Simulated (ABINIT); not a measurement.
# Excitons of BN (Qingsongite): kernels and approximations

How far does the k mesh set the exciton binding of BN (Qingsongite)?

Main program and level: ABINIT 10.8.3; PBE and many-body steps on it, plane waves.

## 1. The starting structure

The structure is cubic, space group F-43m (No. 216). Conventional cell: a = 3.615 Å, b = 3.615 Å, c = 3.615 Å, α = 90.00°, β = 90.00°, γ = 90.00°. Nearest to B lie 4 N at 1.57 Å. N has 4 B at 1.57 Å nearest. Farther neighbours and most contacts between anions are not listed.

The cell and positions come from the Crystallography Open Database and are kept as given unless a step says otherwise.

## 2. Empty states on the mesh, 8×8×8 mesh, 76 bands

This step: ABINIT 10.8.3; DFT, PBE, plane waves, norm-conserving pseudopotentials.

The sums over transitions need many empty states on a uniform mesh; this step solves for them.

run.abi

```
acell 3*1.0 Angstrom
rprim 
  -0.000000000000 1.807500000000 1.807500000000
  1.807500000000 0.000000000000 1.807500000000
  1.807500000000 1.807500000000 -0.000000000000
ntypat 2
znucl 5 7
natom 2
typat 1 2
xred 
  0.000000000000 0.000000000000 0.000000000000
  0.250000000000 0.250000000000 0.250000000000
pp_dirpath "pseudos"
pseudos "B.upf, N.upf"
ecut 36
ngkpt 8 8 8
nshiftk 1
shiftk 0 0 0
kptopt 1
chksymbreak 0
irdden 1
istwfk *1
nband 76
prtvol 0
optdriver 6
gwr_task "HDIAGO"
paral_kgb 0
occopt 1
indata_prefix "in"
outdata_prefix "out"
tmpdata_prefix "tmp"
```

Command:

```bash
> OMP_NUM_THREADS=1 mpirun -n 4 abinit run.abi > log
```

Output:

```text
.Version 10.8.3 of ABINIT. v10.8.2 released Aug 2026.

 Symmetries : space group F-4 3 m (#216); Bravais cF (face-center cubic)
[... echo of the input left out ...]
== DATASET  1 ==================================================================
-   mpi_nproc: 4, omp_nthreads: 1 (-1 if OMP is not activated)

--- !DatasetInfo
iteration_state: {dtset: 1, }
dimensions: {natom: 2, nkpt: 29, mband: 76, nsppol: 1, nspinor: 1, nspden: 1, mpw: 869, }
cutoff_energies: {ecut:  36.0, pawecutdg:  -1.0, }
[...]
Indirect band gap semiconductor
 Fundamental gap:     4.535 (eV)
   VBM:     8.220 (eV) at k: [ 0.0000E+00,  0.0000E+00,  0.0000E+00]
   CBM:    12.755 (eV) at k: [ 5.0000E-01,  5.0000E-01,  0.0000E+00]
 Direct gap:         8.878 (eV) at k: [ 0.0000E+00,  0.0000E+00,  0.0000E+00]

== END DATASET(S) ==============================================================
================================================================================

 -outvars: echo values of variables after computation  --------
           etotal      0.0000000000E+00
            nband          76
             nkpt          29
          spgroup         216
 [... the other variables as echoed above ...]

 Calculation completed.
```

It took 8.4 s on 4 MPI ranks of Arm Neoverse V1, shared host; peak memory 0.38 GiB.

This step gave:

| Property | Result |
| --- | --- |
| gap | 4.535 eV |
| k of the valence top | 0, 0, 0 |
| k of the conduction bottom | 0.5, 0.5, 0 |
| least direct gap | 8.878 eV |
| k points computed | 29 |
| lowest point of the top converged band, above the valence top | 156.1506 eV |

On this mesh the gap is 4.535 eV.

The density comes from a self-consistent run that is not shown.

## 3. Screening, 8×8×8 mesh, 68 bands, screening to 239.5 eV

The RPA dielectric matrix is built and inverted for each q.

This step: RPA screening on PBE, plane waves, norm-conserving pseudopotentials.

Changes to run.abi since step 2:

```diff
@@ -20,10 +20,11 @@
 chksymbreak 0
-irdden 1
 istwfk *1
-nband 76
-prtvol 0
-optdriver 6
-gwr_task "HDIAGO"
-paral_kgb 0
 occopt 1
+irdwfk 1
+optdriver 3
+nband 68
+ecuteps 8.8
+inclvkb 2
+awtr 1
+symchi 1
 indata_prefix "in"
```

Output:

```text
.Version 10.8.3 of ABINIT. v10.8.2 released Aug 2026.

 Symmetries : space group F-4 3 m (#216); Bravais cF (face-center cubic)
[... echo of the input left out ...]
== DATASET  1 ==================================================================
-   mpi_nproc: 4, omp_nthreads: 1 (-1 if OMP is not activated)

--- !DatasetInfo
iteration_state: {dtset: 1, }
dimensions: {natom: 2, nkpt: 29, mband: 68, nsppol: 1, nspinor: 1, nspden: 1, mpw: 869, }
cutoff_energies: {ecut:  36.0, pawecutdg:  -1.0, }
[...]
--------------------------------------------------------------------------------
[... chi0 elements left out ...]
 For q-point:  0.000010 0.000020 0.000030
  dielectric constant =   4.3099
  dielectric constant without local fields =   4.6607

  Average fulfillment of the sum rule on Im[epsilon] for q-point    1 :     87.28  [%]
[... wings left out ...]
  q-point number  2        q = ( 0.125000, 0.000000, 0.000000) [r.l.u.]
--------------------------------------------------------------------------------
[... chi0 elements left out ...]
  Average fulfillment of the sum rule on Im[epsilon] for q-point    2 :     97.58  [%]

 [... 27 further q-points ...]
```

It took 50 s on 4 MPI ranks; peak memory 0.65 GiB; 3.3 min of CPU time.

Numbers from this step:

* ε∞ with local fields, on this mesh, along the program's q direction: 4.310
* the same without local fields: 4.661
* plasma frequency: 30.56 eV
* plane waves in the screening matrix: 113

Local fields lower ε∞ by 8 %.

## 4. Self-energy, 8×8×8 mesh, 68 bands, screening to 239.5 eV

The self-energy is evaluated for the states that the input lists, and the levels follow from it, in one-shot runs by the linearised quasiparticle equation.

This step: G0W0 on PBE, plane waves, norm-conserving pseudopotentials.

Changes to run.abi since step 3:

```diff
@@ -23,8 +23,17 @@
 irdwfk 1
-optdriver 3
+optdriver 4
 nband 68
+gwcalctyp 0
+ecutsigx 36
+symsigma 1
+nkptgw 2
+kptgw 
+  0.0000000000 0.0000000000 0.0000000000
+  0.5000000000 0.5000000000 0.0000000000
+bdgw 
+  2 7
+  3 6
 ecuteps 8.8
-inclvkb 2
-awtr 1
-symchi 1
+irdscr 1
+ppmodel 1
 indata_prefix "in"
```

Output:

```text
.Version 10.8.3 of ABINIT. v10.8.2 released Aug 2026.

 Symmetries : space group F-4 3 m (#216); Bravais cF (face-center cubic)
[... echo of the input left out ...]
== DATASET  1 ==================================================================
-   mpi_nproc: 4, omp_nthreads: 1 (-1 if OMP is not activated)

--- !DatasetInfo
iteration_state: {dtset: 1, }
dimensions: {natom: 2, nkpt: 29, mband: 68, nsppol: 1, nspinor: 1, nspden: 1, mpw: 869, }
cutoff_energies: {ecut:  36.0, pawecutdg:  -1.0, }
[...]
Band     E0 <VxcDFT>   SigX SigC(E0)      Z dSigC/dE  Sig(E)    E-E0       E
[...]
5  12.755 -12.570  -7.394  -4.459   0.854  -0.171 -11.958   0.612  13.367
        6  17.562 -12.696  -6.779  -5.052   0.851  -0.175 -11.960   0.736  18.298

== END DATASET(S) ==============================================================
================================================================================

 -outvars: echo values of variables after computation  --------
           etotal      0.0000000000E+00
            nband          68
             nkpt          29
          spgroup         216
 [... the other variables as echoed above ...]

 Calculation completed.
```

Elapsed: 6.7 s, on 4 MPI ranks; peak memory 0.65 GiB; 27 s of CPU time.

Numbers from this step:

| Item | Value |
| --- | --- |
| G0W0 gap on the points computed | 6.008 eV |
| starting gap on the mesh | 4.535 eV |
| k of the valence top | 0, 0, 0 |
| k of the conduction bottom | 0.5, 0.5, 0 |
| least direct G0W0 gap on the computed points | 10.93 eV |

The gap on the mesh goes from 4.53 eV to 6.01 eV, a correction of +1.47 eV.

The gap opens by 1.473 eV; the next steps shift the empty bands rigidly by 1.473 eV. The least direct G0W0 gap is 10.930 eV, so this shift leaves the direct transitions −0.58 eV off.

## 5. Excitons

Light makes an electron and a hole together. The Bethe-Salpeter equation adds their screened attraction and their exchange, in a window of bands around the gap.

This step: Bethe-Salpeter equation on PBE with a scissors shift, plane waves, norm-conserving pseudopotentials.

Changes to run.abi since step 4:

```diff
@@ -23,17 +23,17 @@
 irdwfk 1
-optdriver 4
-nband 68
-gwcalctyp 0
-ecutsigx 36
-symsigma 1
-nkptgw 2
-kptgw 
-  0.0000000000 0.0000000000 0.0000000000
-  0.5000000000 0.5000000000 0.0000000000
-bdgw 
-  2 7
-  3 6
-ecuteps 8.8
+optdriver 99
+bs_calctype 1
+mbpt_sciss 1.473 eV
+bs_loband 2
+nband 7
+bs_exchange_term 1
+bs_coulomb_term 11
+bs_coupling 0
+bs_algorithm 1
+bs_freq_mesh 0 16 0.1 eV
+zcut 0.15 eV
+ecuteps 4
+ecutwfn 18
+inclvkb 2
 irdscr 1
-ppmodel 1
 indata_prefix "in"
```

Output:

```text
.Version 10.8.3 of ABINIT. v10.8.2 released Aug 2026.

 Symmetries : space group F-4 3 m (#216); Bravais cF (face-center cubic)
[... echo of the input left out ...]
== DATASET  1 ==================================================================
-   mpi_nproc: 4, omp_nthreads: 1 (-1 if OMP is not activated)

--- !DatasetInfo
iteration_state: {dtset: 1, }
dimensions: {natom: 2, nkpt: 29, mband: 7, nsppol: 1, nspinor: 1, nspden: 1, mpw: 303, }
cutoff_energies: {ecut:  18.0, pawecutdg:  -1.0, }
electrons: {nelect:   8.00000000E+00, charge:   0.00000000E+00, occopt:   1.00000000E+00, tsmear:   1.00000000E-02, }

 Exciton: Calculation of dielectric properties by solving the Bethe-Salpeter equation
 in frequency domain and reciprocal space on a transitions basis set.
 Based on a program developed by L. Reining, V. Olevano, F. Sottile,
 S. Albrecht, and G. Onida. Incorporated in ABINIT by M. Giantomassi.

.Using double precision arithmetic ; gwpc =  8

[... cell and pseudopotentials left out ...]
--------------------------------------------------------------------------------

 ==== K-mesh for the wavefunctions ====
 Number of points in the irreducible wedge :    29
[... list of points left out ...]
 Together with 24 symmetry operations and time-reversal symmetry
 yields   512 points in the full Brillouin Zone.

 ==== Q-mesh for the screening function ====
 Number of points in the irreducible wedge :    29
[... list of points left out ...]
 Together with 24 symmetry operations and time-reversal symmetry
 yields   512 points in the full Brillouin Zone.

 vcoul_init : cutoff-mode = AUXILIARY_FUNCTION
 q-points for optical limit:   1
     1)      0.000010    0.000020    0.000030
 setmesh: FFT mesh size selected  =    15x   15x   15
          total number of points  =         3375

 ==== Fundamental parameters for the solution of the Bethe-Salpeter equation: ====
 Algorithm: Direct diagonalization.
 Dimension of the v, W matrices,  npweps  = 27
 Cutoff for the wavefunctions,    npwwfn  = 283
 Number of k-points in the IBZ,   nkibz   = 29
 Highest empty band included,     nband   = 7
 === Spin UP ===
 Number of resonant transitions          4608
 Lowest occupied state                   2
 Highest occupied state                  4
 Lowest unoccupied state                 5
 Highest unoccupied state                7
 Minimum frequency [eV]           Emin    =   0.00
 Maximum frequency [eV]           Emax    =  16.00
 Frequency step [eV]              dE      =   0.10
 Lorentzian broadening [eV]       eta     =   0.15
 RPA L0 with KS energies and KS wavefunctions
 Scissors operator energy [eV] =          1.47
 Local fields effects (v term) included
 Excitonic effects (W term) included
 Full W_GG' included
 W is read from an external SCR file
 Resonant-only calculation (Hermitian case)

 Calculating epsilon_Macro(q-->0,w), along the following directions:
 q = (  0.627721  0.000000  0.000000) [r.l.u.]
 q = (  0.000000  0.627721  0.000000) [r.l.u.]
 q = (  0.000000  0.000000  0.627721) [r.l.u.]
 q = ( -0.000000  0.543622  0.543622) [r.l.u.]
 q = (  0.543622  0.000000  0.543622) [r.l.u.]
 q = (  0.543622  0.543622  0.000000) [r.l.u.]
 Number of electrons calculated from density =    7.9950; Expected =    8.0000
 average of density, n =  0.100313
 r_s =    1.3351
 omega_plasma =   30.5517 [eV]

. Writing resonant excitonic Hamiltonian on file out_BSR; file size=   0.16 [Gb].
 Direct diagonalization of the resonant excitonic Hamiltonian, Matrix size= 4608
. Using LAPACK sequential version.
 Excitonic eigenvalues in eV up to n=   32
   9.77639   9.77724   9.77739   9.77937   9.77983   9.78024   9.79061   9.79072
   9.80682  10.16731  10.17146  10.17237  10.19547  10.19576  10.19711  10.23154
  10.23172  10.23190  10.24461  10.24553  10.24577  10.30355  10.30356  10.34975
  10.35037  10.35067  10.35200  10.35554  10.36506  10.36514  10.36565  10.38898

 First excitonic eigenvalue=    9.78 [eV]
 Last  excitonic eigenvalue=   27.77 [eV]

 GW  direct gap      10.35  0.00 [eV]
 EXC direct gap       9.78  0.00 [eV]
 EXC binding energy   0.57  0.00 [eV]

 Excitonic eigenvalues up to the GW energy gap [eV]
  1 (  9.78  0.00)
  2 (  9.78  0.00)
  3 (  9.78  0.00)
  4 (  9.78  0.00)
  5 (  9.78  0.00)
  6 (  9.78  0.00)
[...]
24 ( 10.35  0.00)
 25 ( 10.35  0.00)
 26 ( 10.35  0.00)

 Macroscopic dielectric function:
 omega [eV] <KS_RPA_nlf>  <GW_RPA_nlf>  <BSE>
   0.0000   4.2783   0.0000   3.9260   0.0000   4.3742   0.0000
   0.1000   4.2785   0.0007   3.9261   0.0005   4.3744   0.0007
   0.2000   4.2792   0.0014   3.9266   0.0010   4.3752   0.0015
   0.3000   4.2803   0.0020   3.9274   0.0014   4.3764   0.0022
   0.4000   4.2819   0.0027   3.9285   0.0019   4.3781   0.0030
   0.5000   4.2840   0.0034   3.9299   0.0024   4.3803   0.0037
   0.6000   4.2865   0.0041   3.9317   0.0029   4.3831   0.0045
   0.7000   4.2895   0.0048   3.9338   0.0033   4.3863   0.0052
   0.8000   4.2929   0.0055   3.9361   0.0038   4.3900   0.0060
   0.9000   4.2968   0.0062   3.9389   0.0043   4.3942   0.0067

 Writing KS-RPA macroscopic dielectric function without local fields to file: out_RPA_NLF_MDF
 Writing GW-RPA macroscopic dielectric function without local fields to file: out_GW_NLF_MDF
 Writing EXC Macroscopic dielectric function to file: out_EXC_MDF

== END DATASET(S) ==============================================================
================================================================================

 -outvars: echo values of variables after computation  --------
           etotal      0.0000000000E+00
            nband           7
             nkpt          29
          spgroup         216
 [... the other variables as echoed above ...]

 Calculation completed.
```

The job ended after 7.6 min (4 MPI ranks; peak memory 0.58 GiB).

Numbers from this step:

```
direct gap of the transition levels                            : 10.35 eV
transitions in the window                                      : 4608
first strong exciton (over a fiftieth of the strongest listed) : 9.776 eV
lowest state                                                   : 9.776 eV
binding of the lowest state below the direct gap               : 0.5749 eV
Coulomb term of one mesh cell                                  : 0.5208 eV
```

The binding is 1.1 times the screened Coulomb term of one mesh cell (0.52 eV), so it is not shown settled.

The lowest state lies at 9.776 eV, 0.575 eV under the direct gap.

Lines within 3 meV are set at the lowest of them, and the highest group, which the list may cut short, is left out. Exciton lines, with heights relative to the strongest:

```tsv
position (eV)	lines merged	oscillator strength, relative
9.776	6	70
9.791	2	0.0
9.807	1	0.0
10.167	1	56
10.171	2	100
10.195	3	0.3
```

The ε₂ has structure finer than the step of the table below, so its rows give means over 0.5 eV, whole bins alone (the curve runs from 0 to 15.9 eV). Peaks (eV: height): BSE 10.20: 20.7, 11.10: 15.1, 12.20: 15.2, 15.10: 6.11; no electron-hole interaction 11.30: 8.24, 11.80: 9.71, 13.10: 16.5; Kohn-Sham, no shift 9.80: 8.13, 10.30: 9.74, 11.60: 16.4, 14.40: 11.7.

Mean over the three Cartesian directions of q; broadening 0.15 eV; transition window only. Limits: finite bands, cutoff and mesh; exciton not shown settled in the k mesh. The ε₂ by photon energy; means over each step:

```tsv
photon energy (eV)	BSE	no electron-hole interaction	Kohn-Sham, no shift
0.5	0.00372	0.00238	0.00341
1.0	0.00754	0.00480	0.00690
1.5	0.0115	0.00732	0.0106
2.0	0.0158	0.00999	0.0145
2.5	0.0205	0.0128	0.0188
3.0	0.0258	0.0159	0.0236
3.5	0.0319	0.0194	0.0291
4.0	0.0391	0.0232	0.0355
4.5	0.0477	0.0277	0.0433
5.0	0.0583	0.0329	0.0528
5.5	0.0718	0.0391	0.0649
6.0	0.0895	0.0467	0.0808
6.5	0.114	0.0561	0.103
7.0	0.148	0.0681	0.135
7.5	0.201	0.0841	0.186
8.0	0.290	0.106	0.284
8.5	0.463	0.139	0.616
9.0	0.926	0.191	1.80
9.5	4.02	0.293	5.04
10.0	13.5	0.662	7.49
10.5	16.0	1.91	8.71
11.0	11.7	5.28	8.20
11.5	10.4	7.59	13.5
12.0	13.6	8.60	13.7
12.5	10.8	8.35	10.3
13.0	6.02	13.8	6.11
13.5	4.69	13.5	6.54
14.0	4.39	10.0	8.05
14.5	4.80	6.13	10.8
15.0	5.42	6.49	6.23
15.5	4.66	8.26	2.17
```

## 6. Triplet (no exchange term)

Changes to run.abi since step 5:

```diff
@@ -27,4 +27,4 @@
 bs_loband 2
-nband 7
-bs_exchange_term 1
+nband 6
+bs_exchange_term 0
 bs_coulomb_term 11
@@ -32,3 +32,3 @@
 bs_algorithm 1
-bs_freq_mesh 0 16 0.1 eV
+bs_freq_mesh 0 14 0.1 eV
 zcut 0.15 eV
```

Output:

```text
.Version 10.8.3 of ABINIT. v10.8.2 released Aug 2026.

 Symmetries : space group F-4 3 m (#216); Bravais cF (face-center cubic)
[... echo of the input left out ...]
== DATASET  1 ==================================================================
-   mpi_nproc: 4, omp_nthreads: 1 (-1 if OMP is not activated)

--- !DatasetInfo
iteration_state: {dtset: 1, }
dimensions: {natom: 2, nkpt: 29, mband: 6, nsppol: 1, nspinor: 1, nspden: 1, mpw: 303, }
cutoff_energies: {ecut:  18.0, pawecutdg:  -1.0, }
electrons: {nelect:   8.00000000E+00, charge:   0.00000000E+00, occopt:   1.00000000E+00, tsmear:   1.00000000E-02, }

 Exciton: Calculation of dielectric properties by solving the Bethe-Salpeter equation
 in frequency domain and reciprocal space on a transitions basis set.
 Based on a program developed by L. Reining, V. Olevano, F. Sottile,
 S. Albrecht, and G. Onida. Incorporated in ABINIT by M. Giantomassi.

.Using double precision arithmetic ; gwpc =  8

[... cell and pseudopotentials left out ...]
--------------------------------------------------------------------------------

 ==== K-mesh for the wavefunctions ====
 Number of points in the irreducible wedge :    29
[... list of points left out ...]
 Together with 24 symmetry operations and time-reversal symmetry
 yields   512 points in the full Brillouin Zone.

 ==== Q-mesh for the screening function ====
 Number of points in the irreducible wedge :    29
[... list of points left out ...]
 Together with 24 symmetry operations and time-reversal symmetry
 yields   512 points in the full Brillouin Zone.

 vcoul_init : cutoff-mode = AUXILIARY_FUNCTION
 q-points for optical limit:   1
     1)      0.000010    0.000020    0.000030
 setmesh: FFT mesh size selected  =    15x   15x   15
[...]
average of density, n =  0.100313
 r_s =    1.3351
 omega_plasma =   30.5517 [eV]

. Writing resonant excitonic Hamiltonian on file out_BSR; file size=   0.07 [Gb].
 Direct diagonalization of the resonant excitonic Hamiltonian, Matrix size= 3072
. Using LAPACK sequential version.
 Excitonic eigenvalues in eV up to n=   32
   9.78416   9.78751   9.79268   9.79639   9.79690   9.80095  10.15936  10.16386
  10.17574  10.19637  10.19870  10.20870  10.21443  10.21947  10.22159  10.24709
  10.25031  10.25433  10.27967  10.31251  10.32772  10.33826  10.34362  10.34379
  10.35062  10.35627  10.36185  10.36567  10.38680  10.38893  10.49597  10.49983

 First excitonic eigenvalue=    9.78 [eV]
 Last  excitonic eigenvalue=   23.79 [eV]

 GW  direct gap      10.35  0.00 [eV]
 EXC direct gap       9.78  0.00 [eV]
 EXC binding energy   0.57  0.00 [eV]

 Excitonic eigenvalues up to the GW energy gap [eV]
  1 (  9.78  0.00)
  2 (  9.79  0.00)
  3 (  9.79  0.00)
[...]
24 ( 10.34  0.00)
 25 ( 10.35  0.00)

 Macroscopic dielectric function:
 omega [eV] <KS_RPA_nlf>  <GW_RPA_nlf>  <BSE>
   0.0000   3.7857   0.0000   3.4818   0.0000   3.8584   0.0000
   0.1000   3.7859   0.0006   3.4819   0.0004   3.8586   0.0006
   0.2000   3.7865   0.0012   3.4824   0.0008   3.8593   0.0013
[...]
0.8000   3.7985   0.0048   3.4907   0.0033   3.8721   0.0051
   0.9000   3.8019   0.0054   3.4930   0.0038   3.8757   0.0058

 Writing KS-RPA macroscopic dielectric function without local fields to file: out_RPA_NLF_MDF
 Writing GW-RPA macroscopic dielectric function without local fields to file: out_GW_NLF_MDF
 Writing EXC Macroscopic dielectric function to file: out_EXC_MDF

== END DATASET(S) ==============================================================
================================================================================

 -outvars: echo values of variables after computation  --------
           etotal      0.0000000000E+00
            nband           6
             nkpt          29
          spgroup         216
 [... the other variables as echoed above ...]

 Calculation completed.
```

It took 2.6 min on 4 MPI ranks; peak memory 0.43 GiB.

The lowest triplet lies at 9.784 eV; triplets are dark, so no spectrum is read. It stands above the singlet of this mesh, which can only come from a narrower window.

(Continued in part 2 of 3.)

[Paths, hosts, dates, memory and timing lines, banners, echoed tables and standing remarks are left out of the program output.]

[Logs are printed without paths, hosts, clocks, repeated set-up lines and the standing remarks that a program may print on its own settings, such as how far it seeks lower states.]

[Runs of the session that timed out or met a known fault of the program may be left out.]

[No measured gap is set beside runs whose start may be inverted or whose files or cutoffs have a known fault.]

[Hosts, paths, dates, database ids (printed as entryN), source tags and the programs' standing remarks are cut or masked in the printed files.]

[G0W0 gaps are taken among the corrected bands and points alone; a level outside them can change the order at an edge.]

[Where Ansatz stands beside ABINIT at settings called matched, ABINIT's density can come from a denser mesh and the files from another edition; pairs whose starting gaps differed by over 0.03 eV were left out, so agreement reads better than it is.]
